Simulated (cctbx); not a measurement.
# Symmetry from intensities

Cell: a = 7.4850 Å, b = 7.4850 Å, c = 18.4680 Å, α = 90.00°, β = 90.00°, γ = 120.00°. Expected content of the cell: Bi3 Mn9 S24.

Simulated single-crystal data (cctbx): Mo Kα, λ = 0.71073 Å, to d = 0.65 Å, 70 % of the full sphere, strongest reflection 20000 counts, noise from counting, a 3 % proportional error and a noise floor of 4 counts (s.d.); no absorption.

A first pass over the reflections prints:

```text
9571 reflections to d = 0.651 A
centring   violations  <I/sigma> of those
    A       1601 of  4766      5.8
    B       1623 of  4776      5.9
    C       1618 of  4796      5.3
    I       1621 of  4792      5.9
    R          0 of  6373     -0.0
    F       2421 of  7169      5.7
Laue class    unique    Rint  (classes that these axes allow; Friedel mates merged)
R -3 :H           770   0.031
R -3 m :H         461   0.033
space group    extra absences  I>4sigma  <I/sigma>
R 3 2 :H                0          0         -  acentric
R 3 m :H                0          0         -  acentric
R -3 m :H               0          0         -  centric
Wilson B = 0.95 A^2   <|E^2-1|> = 0.731 (0.968 centric, 0.736 acentric)   E^2>4: 3.0 %
shell (A)         n   <I/sigma>
 6.16 - 1.30     65     52.4
 1.30 - 1.03     61     47.7
 1.03 - 0.90     58     42.7
 0.90 - 0.82     52     44.0
 0.82 - 0.76     53     40.9
 0.76 - 0.72     63     38.4
 0.72 - 0.68     47     36.2
 0.68 - 0.65     62     33.1
```

Q: Read the symmetry from these tables.

The reflections that R centring forbids are absent (⟨I/σ⟩ near 0), so the lattice is R.

Rint stays low (0.031 to 0.033) up to R -3 m :H, the highest class in these axes.

3 settings pass the absence test. No glide or screw absences show, which leaves R 3 2, R 3 m and R -3 m.

⟨|E²−1|⟩ = 0.731 leans to a non-centrosymmetric structure. Here that hint misleads: the statistic assumes many like atoms on general positions, and few, heavy or special-position atoms break it. The Wilson B of 0.95 Å² means U ≈ 0.0120 Å².

The true group is R-3m (no. 166), Laue class -3m, centrosymmetric. The tables only narrow the choice to the tied entries; cell content, site symmetry and trial solutions must settle it.

The model was made for the exercise: a known structure type with other elements put in, its volume estimated, not relaxed; displacement parameters are assumed.

[Logs are printed without paths, hosts, clocks, repeated set-up lines and the standing remarks that a program may print on its own settings, such as how far it seeks lower states.]
